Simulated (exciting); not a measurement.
**O K-edge absorption of AcClO, all-electron BSE**

How far do the exchange and direct terms reshape the O K edge of AcClO?

Program: exciting sodium. Level of theory: X-ray absorption, core-level Bethe-Salpeter equation, exchange and statically screened direct term, Tamm-Dancoff, all-electron LAPW+lo LDA. Results are calculated unless marked as measured.

The database entry behind the starting cell is an old determination (1949), so it need not match the best structure at ambient conditions.

## 1. Set-up

It takes space group P4/nmm (No. 129, tetragonal). The conventional cell has a = 4.250 Å, b = 4.250 Å, c = 7.080 Å, α = 90.00°, β = 90.00°, γ = 90.00°. Nearest to Ac lie 4 O at 2.48 Å and 6 Cl at 3.26 to 3.82 Å. Nearest to Cl lie 6 Ac at 3.26 to 3.82 Å and 4 O at 3.32 Å. Nearest to O lie 4 Ac at 2.48 Å. Farther neighbours and most contacts between anions are not listed.

As a file:

```cif
data_structure
_symmetry_space_group_name_H-M 'P4/nmm:1'
_symmetry_Int_Tables_number 129
_cell_length_a 4.2500
_cell_length_b 4.2500
_cell_length_c 7.0800
_cell_angle_alpha 90.000
_cell_angle_beta 90.000
_cell_angle_gamma 90.000
_cell_volume 127.88
loop_
_atom_site_label
_atom_site_type_symbol
_atom_site_symmetry_multiplicity
_atom_site_Wyckoff_symbol
_atom_site_fract_x
_atom_site_fract_y
_atom_site_fract_z
_atom_site_occupancy
Ac1 Ac 2 c 0.50000 0.00000 0.82000 1
Cl1 Cl 2 c 0.50000 0.00000 0.36000 1
O1 O 2 a 0.50000 0.50000 0.00000 1
```

Differences between curves are given as r.m.s. difference over r.m.s. height.

## 2. The self-consistent potential

The species files are the program's own, with muffin-tin radii set in the input.

input.xml reads:

```
<input>
  <title>AcClO</title>
  <structure speciespath="." autormt="false" epslat="1.0e-5">
    <crystal>
      <basevect>8.0313360282 0.0000000000 0.0000000000</basevect>
      <basevect>0.0000000000 8.0313360282 0.0000000000</basevect>
      <basevect>0.0000000000 0.0000000000 13.3792609599</basevect>
    </crystal>
    <species speciesfile="Ac.xml" rmt="2.464">
      <atom coord="0.5000000000 0.0000000000 0.8200000000"/>
      <atom coord="0.0000000000 0.5000000000 0.1800000000"/>
    </species>
    <species speciesfile="Cl.xml" rmt="2.300">
      <atom coord="0.5000000000 0.0000000000 0.3600000000"/>
      <atom coord="0.0000000000 0.5000000000 0.6400000000"/>
    </species>
    <species speciesfile="O.xml" rmt="2.078">
      <atom coord="0.5000000000 0.5000000000 0.0000000000"/>
      <atom coord="0.0000000000 0.0000000000 0.0000000000"/>
    </species>
  </structure>
  <groundstate do="fromscratch" xctype="LDA_PW" ngridk="4 4 2" rgkmax="7" gmaxvr="14" nempty="8" swidth="0.001" maxscl="100" epsengy="1e-5"/>
</input>
```

Run with:

```console
$ OMP_NUM_THREADS=1 mpirun -n 4 exciting
```

Numbers of over 12 decimals in the logs are rounded to 6 here.

Log:

```text
EXCITING SODIUM started
********************************************************************************
* Ground-state run starting from atomic densities                              *
********************************************************************************
+ Starting initialization                                                      +
[... lattice and species ...]
 Spin treatment                             :    spin-unpolarised
 Number of Bravais lattice symmetries       :      16
[...]
valence-band maximum at    4      0.2500  0.2500  0.0000
     conduction-band minimum at    1      0.0000  0.0000  0.0000
+ Self-consistent loop stopped                                                 +
 STATE.OUT is written
********************************************************************************
* Groundstate module stopped                                                   *
********************************************************************************
 Total time spent (seconds)                 :        44.17
| EXCITING SODIUM stopped                                                      =
[key lines of the parts left out:]
Total energy                               :    -52616.37438379
Fermi energy                               :         0.26121744
```

It took 45 s on 4 MPI ranks of Intel Xeon 6975P-C (Granite Rapids), shared host.

The mesh shows a gap of 4.09 eV. Core levels (Dirac, from the valence top):

```tsv
atom	level	energy (eV)
O	1s1/2	-499.2
```

## 3. A richer basis for the empty states

Each species file gets more local orbitals, built from u and its energy derivative at 0.15 Ha and u at 0.9 Ha.

input.xml is that of step 2.

SPECIES.xml, added lines reads:

```
<lo l="L">  <!-- L = 0, 1, 2, and 3 from Cs on -->
  <wf matchingOrder="0" trialEnergy="0.1500" searchE="false"/>
  <wf matchingOrder="1" trialEnergy="0.1500" searchE="false"/>
  <wf matchingOrder="0" trialEnergy="0.9000" searchE="false"/>
</lo>
```

Run with:

```console
$ OMP_NUM_THREADS=1 mpirun -n 4 exciting
```

Log:

```text
EXCITING SODIUM started
********************************************************************************
* Ground-state run starting from atomic densities                              *
********************************************************************************
+ Starting initialization                                                      +
[... lattice and species ...]
 Spin treatment                             :    spin-unpolarised
 Number of Bravais lattice symmetries       :      16
[...]
valence-band maximum at    4      0.2500  0.2500  0.0000
     conduction-band minimum at    1      0.0000  0.0000  0.0000
+ Self-consistent loop stopped                                                 +
 STATE.OUT is written
********************************************************************************
* Groundstate module stopped                                                   *
********************************************************************************
 Total time spent (seconds)                 :        58.19
| EXCITING SODIUM stopped                                                      =
[key lines of the parts left out:]
Total energy                               :    -52616.37875308
Fermi energy                               :         0.26161448
```

Elapsed: 60 s, on 4 MPI ranks.

Against the first ground state the total energy moves by -20 meV an atom and the gap by -0.02 eV.

## 4. Screening, kernels and BSE for O atom 5

The absorber has 4 Ac at 2.48 Å (distorted tetrahedral, site symmetry -4m2).

Changes to input.xml since step 3:

```diff
@@ -21,3 +21,20 @@
   </structure>
-  <groundstate do="fromscratch" xctype="LDA_PW" ngridk="4 4 2" rgkmax="7" gmaxvr="14" nempty="8" swidth="0.001" maxscl="100" epsengy="1e-5"/>
+  <groundstate do="skip" xctype="LDA_PW" ngridk="4 4 2" rgkmax="7" gmaxvr="14" nempty="8" swidth="0.001" maxscl="100" epsengy="1e-5"/>
+  <xs xstype="BSE" ngridk="3 3 2" ngridq="3 3 2" vkloff="0.097 0.273 0.493" rgkmax="7" nempty="61" gqmax="3" lmaxapwwf="5" lmaxemat="2" broad="0.01654" tevout="true">
+    <energywindow intv="18.048 19.665" points="439"/>
+    <screening screentype="full" nempty="91"/>
+    <BSE xas="true" xasspecies="3" xasatom="1" xasedge="K" bsetype="singlet" nstlxas="1 57"/>
+    <qpointset>
+      <qpoint>0 0 0</qpoint>
+    </qpointset>
+    <plan>
+      <doonly task="xsgeneigvec"/>
+      <doonly task="writepmatxs"/>
+      <doonly task="scrgeneigvec"/>
+      <doonly task="scrwritepmat"/>
+      <doonly task="screen"/>
+      <doonly task="scrcoulint"/>
+      <doonly task="exccoulint"/>
+    </plan>
+  </xs>
 </input>
```

input.xml for the last start (plan only) reads:

```
  <plan>
    <doonly task="bse"/>
  </plan>
```

Run with:

```console
$ OMP_NUM_THREADS=1 mpirun -n 4 exciting
$ OMP_NUM_THREADS=4 exciting
```

Log:

```text
| EXCITING SODIUM started for task xsgeneigvec ( 301)                          =
One-shot GS runs for BSE calculations
One-shot GS runs for k+qmt/2 grids
Info(xsgeneigvec): Generating eigenvectors for Q-point      1
Info(xsgeneigvec): Generation of eigenvectors finished
| EXCITING SODIUM started for task writepmatxs ( 320)                          =
Info(writepmatxs): Momentum matrix elements finished
| EXCITING SODIUM started for task scrgeneigvec ( 401)                         =
One-shot GS runs for BSE calculations
One-shot GS runs for k+qmt/2 grids
[...]
Info(setup_bse_block): Setting up RR part of hamiltonian
Info(setup_bse_block): Singlet spin state
Info(bse): Diagonalizing RR Hamiltonian (TDA)
Info(bse): Invoking Lapack routine ZHEEVR
      2052 eigen solutions found in the interval:
         i1=       1 i2=    2052
Info(bse): Writing excition energies and oscillator strengths to text file.
Info(makespectrum_dist): Making spectrum using formula for coupling with time reversed AR basis.
Info(makespectrum_dist): Using formalism for vanishing momentum transfer.
Info(writederived): Writing quantities derived from the macroscopic dielectric function.
Info(bselauncher): Spectrum finished for iqmt=  1
Info(bselauncher): All done for BSE type singlet
```

The job ended after 12 min (4 MPI ranks).

Wall time by task: xsgeneigvec 11 s, writepmatxs 8.4 s, scrgeneigvec 7.6 s, scrwritepmat 6.6 s, screen 78 s, scrcoulint 2 min, exccoulint 7.9 min, bse 5.3 s.

The O K spectrum of O atom 5 (energy from the Kohn–Sham onset, core level to the lowest empty state found on the meshes used, 503.11 eV; the ground-state mesh sets it, and the shifted mesh has its lowest transition 0.39 eV above it; Im ε scaled to the maximum of the singlet run; cut below the end of the band set):

```tsv
E (eV)	isotropic	ε ⊥ c	ε ∥ c
-3.5	0.02	0.02	0.02
-3.0	0.03	0.03	0.03
-2.5	0.03	0.03	0.04
-2.0	0.05	0.04	0.06
-1.5	0.07	0.06	0.08
-1.0	0.11	0.10	0.14
-0.5	0.22	0.19	0.30
0.0	0.52	0.44	0.67
0.5	0.99	0.92	1.13
1.0	0.68	0.68	0.68
1.5	0.50	0.52	0.46
2.0	0.48	0.49	0.46
2.5	0.43	0.43	0.42
3.0	0.43	0.44	0.41
3.5	0.55	0.56	0.53
4.0	0.54	0.56	0.48
4.5	0.44	0.46	0.40
5.0	0.41	0.39	0.43
5.5	0.31	0.29	0.35
6.0	0.24	0.23	0.24
6.5	0.19	0.21	0.16
7.0	0.18	0.21	0.11
7.5	0.17	0.22	0.08
8.0	0.19	0.24	0.08
8.5	0.20	0.26	0.09
9.0	0.19	0.23	0.12
9.5	0.15	0.16	0.15
10.0	0.13	0.12	0.15
10.5	0.15	0.14	0.16
11.0	0.15	0.16	0.14
11.5	0.14	0.15	0.11
12.0	0.12	0.13	0.09
12.5	0.09	0.10	0.08
13.0	0.09	0.09	0.10
13.5	0.11	0.09	0.15
14.0	0.12	0.08	0.21
14.5	0.13	0.09	0.21
15.0	0.16	0.13	0.22
15.5	0.15	0.15	0.15
16.0	0.14	0.14	0.13
16.5	0.12	0.11	0.12
17.0	0.11	0.10	0.13
17.5	0.09	0.09	0.11
```

Maxima (height): 0.5 eV (1.00), 3.7 eV (0.57), 8.8 eV (0.20), 10.8 eV (0.16) and 15.1 eV (0.16).

The Hamiltonian has 2052 rows. The lowest groups of eigenvalues and the brightest ones, on the scale above (the program counts from the shifted mesh's onset, 0.39 eV higher). Core spinors bring spin-forbidden partners, so dark means forbidden by spin or by symmetry, and the shifted mesh splits states that symmetry would keep together:

```tsv
energy (eV)	states within 10 meV	relative strength
-0.435	2	0.0088
-0.204	2	0.19
0.267	2	0.29
0.329	1	dark
0.347	1	0.77
0.375	2	0.45
0.461	1	0.46
0.490	1	0.89
0.576	1	0.74
0.664	2	1.00
```

## 5. Independent particles

Changes to input.xml since step 4:

```diff
@@ -25,3 +25,3 @@
     <screening screentype="full" nempty="91"/>
-    <BSE xas="true" xasspecies="3" xasatom="1" xasedge="K" bsetype="singlet" nstlxas="1 57"/>
+    <BSE xas="true" xasspecies="3" xasatom="1" xasedge="K" bsetype="IP" nstlxas="1 57"/>
     <qpointset>
@@ -30,9 +30,3 @@
     <plan>
-      <doonly task="xsgeneigvec"/>
-      <doonly task="writepmatxs"/>
-      <doonly task="scrgeneigvec"/>
-      <doonly task="scrwritepmat"/>
-      <doonly task="screen"/>
-      <doonly task="scrcoulint"/>
-      <doonly task="exccoulint"/>
+      <doonly task="bse"/>
     </plan>
```

Run with:

```console
$ OMP_NUM_THREADS=4 exciting
```

Log:

```text
| EXCITING SODIUM started for task bse ( 445)                                  =
Info(bselauncher): Init time:    0.993758
Info(bselauncher): Setting up and diagonalizing BSE Hamiltonian.
Info(bselauncher): Using momentum transfer vectors from list :   1 to  1
Info(bselauncher): Distributing qmt-points over   1 processes.
Info(bselauncher): BSE type: IP
Info(bselauncher): Momentum transfer list index: iqmt=  1
Info(bselauncher): Momentum transfer: vqmtl=   0.000   0.000   0.000
Info(bse): Inspecting occupations...
Info(setranges_modxs): Number of non-reduced k-points:       18
[...]
highest unoccupied state:  91
  Opening gap with a scissor of:      0.000/H      0.000/eV
Info(select_transitions): Number of participating transitions:    2052
Info(bse): Selecting transitions...
Info(bse):bsegap (eV):   503.502015
Info(bse): IP requested, nothing much to do
Info(bse): Writing excition energies and oscillator strengths to text file.
Info(makespectrum_dist): Making spectrum using formula for coupling with time reversed AR basis.
Info(makespectrum_dist): Using formalism for vanishing momentum transfer.
Info(writederived): Writing quantities derived from the macroscopic dielectric function.
Info(bselauncher): Spectrum finished for iqmt=  1
Info(bselauncher): All done for BSE type IP
```

Wall time 3 s (4 threads).

Maxima (height): 2.3 eV (0.38), 3.1 eV (0.39), 6.1 eV (0.57), 9.9 eV (0.30) and 11.7 eV (0.24); 1 lower ones aren't listed. Against the singlet run the r.m.s. difference is 73 %. Moving the earlier curve by +2.2 eV leaves 39 %. The highest maximum lies at 6.1 eV (0.57), against 0.5 eV (1.00).

## 6. Exchange alone

Changes to input.xml since step 5:

```diff
@@ -25,3 +25,3 @@
     <screening screentype="full" nempty="91"/>
-    <BSE xas="true" xasspecies="3" xasatom="1" xasedge="K" bsetype="IP" nstlxas="1 57"/>
+    <BSE xas="true" xasspecies="3" xasatom="1" xasedge="K" bsetype="RPA" nstlxas="1 57"/>
     <qpointset>
```

Run with:

```console
$ OMP_NUM_THREADS=4 exciting
```

Log:

```text
| EXCITING SODIUM started for task bse ( 445)                                  =
Info(bselauncher): Init time:    1.148310
Info(bselauncher): Setting up and diagonalizing BSE Hamiltonian.
Info(bselauncher): Using momentum transfer vectors from list :   1 to  1
Info(bselauncher): Distributing qmt-points over   1 processes.
Info(bselauncher): BSE type: RPA
Info(bselauncher): Momentum transfer list index: iqmt=  1
Info(bselauncher): Momentum transfer: vqmtl=   0.000   0.000   0.000
Info(bse): Inspecting occupations...
Info(setranges_modxs): Number of non-reduced k-points:       18
[...]
Info(setup_bse_block): Setting up RR part of hamiltonian
Info(setup_bse_block): Using RPA approximation
Info(bse): Diagonalizing RR Hamiltonian (TDA)
Info(bse): Invoking Lapack routine ZHEEVR
      2052 eigen solutions found in the interval:
         i1=       1 i2=    2052
Info(bse): Writing excition energies and oscillator strengths to text file.
Info(makespectrum_dist): Making spectrum using formula for coupling with time reversed AR basis.
Info(makespectrum_dist): Using formalism for vanishing momentum transfer.
Info(writederived): Writing quantities derived from the macroscopic dielectric function.
Info(bselauncher): Spectrum finished for iqmt=  1
Info(bselauncher): All done for BSE type RPA
```

Elapsed: 7.5 s, on 4 threads.

Maxima (height): 2.3 eV (0.37), 3.1 eV (0.37), 6.1 eV (0.57), 9.9 eV (0.31) and 11.7 eV (0.24); 1 lower ones aren't listed. Against the independent-particle run the r.m.s. difference is 3 %.

## 7. Direct term alone

Changes to input.xml since step 6:

```diff
@@ -25,3 +25,3 @@
     <screening screentype="full" nempty="91"/>
-    <BSE xas="true" xasspecies="3" xasatom="1" xasedge="K" bsetype="RPA" nstlxas="1 57"/>
+    <BSE xas="true" xasspecies="3" xasatom="1" xasedge="K" bsetype="triplet" nstlxas="1 57"/>
     <qpointset>
```

Run with:

```console
$ OMP_NUM_THREADS=4 exciting
```

Log:

```text
| EXCITING SODIUM started for task bse ( 445)                                  =
Info(bselauncher): Init time:    1.145899
Info(bselauncher): Setting up and diagonalizing BSE Hamiltonian.
Info(bselauncher): Using momentum transfer vectors from list :   1 to  1
Info(bselauncher): Distributing qmt-points over   1 processes.
Info(bselauncher): BSE type: triplet
Info(bselauncher): Momentum transfer list index: iqmt=  1
Info(bselauncher): Momentum transfer: vqmtl=   0.000   0.000   0.000
Info(bse): Inspecting occupations...
[...]
Info(setup_bse_block): Setting up RR part of hamiltonian
Info(setup_bse_block): Triplet spin state
Info(bse): Diagonalizing RR Hamiltonian (TDA)
Info(bse): Invoking Lapack routine ZHEEVR
      2052 eigen solutions found in the interval:
         i1=       1 i2=    2052
Info(bse): Writing excition energies and oscillator strengths to text file.
Info(makespectrum_dist): Making spectrum using formula for coupling with time reversed AR basis.
Info(makespectrum_dist): Using formalism for vanishing momentum transfer.
Info(writederived): Writing quantities derived from the macroscopic dielectric function.
Info(bselauncher): Spectrum finished for iqmt=  1
Info(bselauncher): All done for BSE type triplet
```

Wall time 9 s (4 threads).

Maxima (height): 0.5 eV (1.05), 3.6 eV (0.56), 8.8 eV (0.20) and 15.1 eV (0.16). The spectrum differs from the singlet run by 5 % r.m.s. The highest maximum lies at 0.5 eV (1.05), against 0.5 eV (1.00).

## 8. Local-field cutoff

Changed against the first singlet run: cutoff of the kernels (bohr⁻¹) from 3 to 2.

Changes to input.xml since step 7:

```diff
@@ -22,6 +22,6 @@
   <groundstate do="skip" xctype="LDA_PW" ngridk="4 4 2" rgkmax="7" gmaxvr="14" nempty="8" swidth="0.001" maxscl="100" epsengy="1e-5"/>
-  <xs xstype="BSE" ngridk="3 3 2" ngridq="3 3 2" vkloff="0.097 0.273 0.493" rgkmax="7" nempty="61" gqmax="3" lmaxapwwf="5" lmaxemat="2" broad="0.01654" tevout="true">
+  <xs xstype="BSE" ngridk="3 3 2" ngridq="3 3 2" vkloff="0.097 0.273 0.493" rgkmax="7" nempty="61" gqmax="2" lmaxapwwf="5" lmaxemat="2" broad="0.01654" tevout="true">
     <energywindow intv="18.048 19.665" points="439"/>
     <screening screentype="full" nempty="91"/>
-    <BSE xas="true" xasspecies="3" xasatom="1" xasedge="K" bsetype="triplet" nstlxas="1 57"/>
+    <BSE xas="true" xasspecies="3" xasatom="1" xasedge="K" bsetype="singlet" nstlxas="1 57"/>
     <qpointset>
@@ -30,3 +30,6 @@
     <plan>
-      <doonly task="bse"/>
+      <doonly task="xsgeneigvec"/>
+      <doonly task="screen"/>
+      <doonly task="scrcoulint"/>
+      <doonly task="exccoulint"/>
     </plan>
```

input.xml for the last start (plan only) reads:

```
  <plan>
    <doonly task="bse"/>
  </plan>
```

Run with:

```console
$ OMP_NUM_THREADS=1 mpirun -n 4 exciting
$ OMP_NUM_THREADS=4 exciting
```

Log:

```text
| EXCITING SODIUM started for task xsgeneigvec ( 301)                          =
One-shot GS runs for BSE calculations
One-shot GS runs for k+qmt/2 grids
Info(xsgeneigvec): Generating eigenvectors for Q-point      1
Info(xsgeneigvec): Generation of eigenvectors finished
| EXCITING SODIUM started for task screen ( 430)                               =
Info(screenlauncher): Calculating screening for unshifted q-grid.
Info(screenlauncher): Number of q points:       6
Info(screenlauncher): lowest (partially)  unoccupied state:     35
[...]
Info(setup_bse_block): Setting up RR part of hamiltonian
Info(setup_bse_block): Singlet spin state
Info(bse): Diagonalizing RR Hamiltonian (TDA)
Info(bse): Invoking Lapack routine ZHEEVR
      2052 eigen solutions found in the interval:
         i1=       1 i2=    2052
Info(bse): Writing excition energies and oscillator strengths to text file.
Info(makespectrum_dist): Making spectrum using formula for coupling with time reversed AR basis.
Info(makespectrum_dist): Using formalism for vanishing momentum transfer.
Info(writederived): Writing quantities derived from the macroscopic dielectric function.
Info(bselauncher): Spectrum finished for iqmt=  1
Info(bselauncher): All done for BSE type singlet
```

Wall time 4.7 min (4 MPI ranks).

These settings are cheaper. Against the singlet run the r.m.s. difference is 10 %. The highest maximum lies at 0.6 eV (0.89), against 0.5 eV (1.00). The kernels miss the short-range part of the Coulomb interaction, its components above their cutoff.

```tsv
E (eV)	first run	this run
-3.0	0.03	0.02
-2.0	0.05	0.04
-1.0	0.11	0.10
0.0	0.52	0.41
1.0	0.68	0.68
2.0	0.48	0.47
3.0	0.43	0.42
4.0	0.54	0.57
5.0	0.41	0.44
6.0	0.24	0.25
7.0	0.18	0.19
8.0	0.19	0.19
9.0	0.19	0.20
10.0	0.13	0.14
11.0	0.15	0.16
12.0	0.12	0.13
13.0	0.09	0.10
14.0	0.12	0.13
15.0	0.16	0.17
16.0	0.14	0.15
17.0	0.11	0.12
```

(Continued in part 2 of 2.)

[Banner, clock and machine lines of the logs are left out without a mark of their own.]

[Logs are printed without paths, hosts, clocks, repeated set-up lines and the standing remarks that a program may print on its own settings, such as how far it seeks lower states.]

[Hosts, paths, dates, database ids (printed as entryN), source tags and the programs' standing remarks are cut or masked in the printed files.]
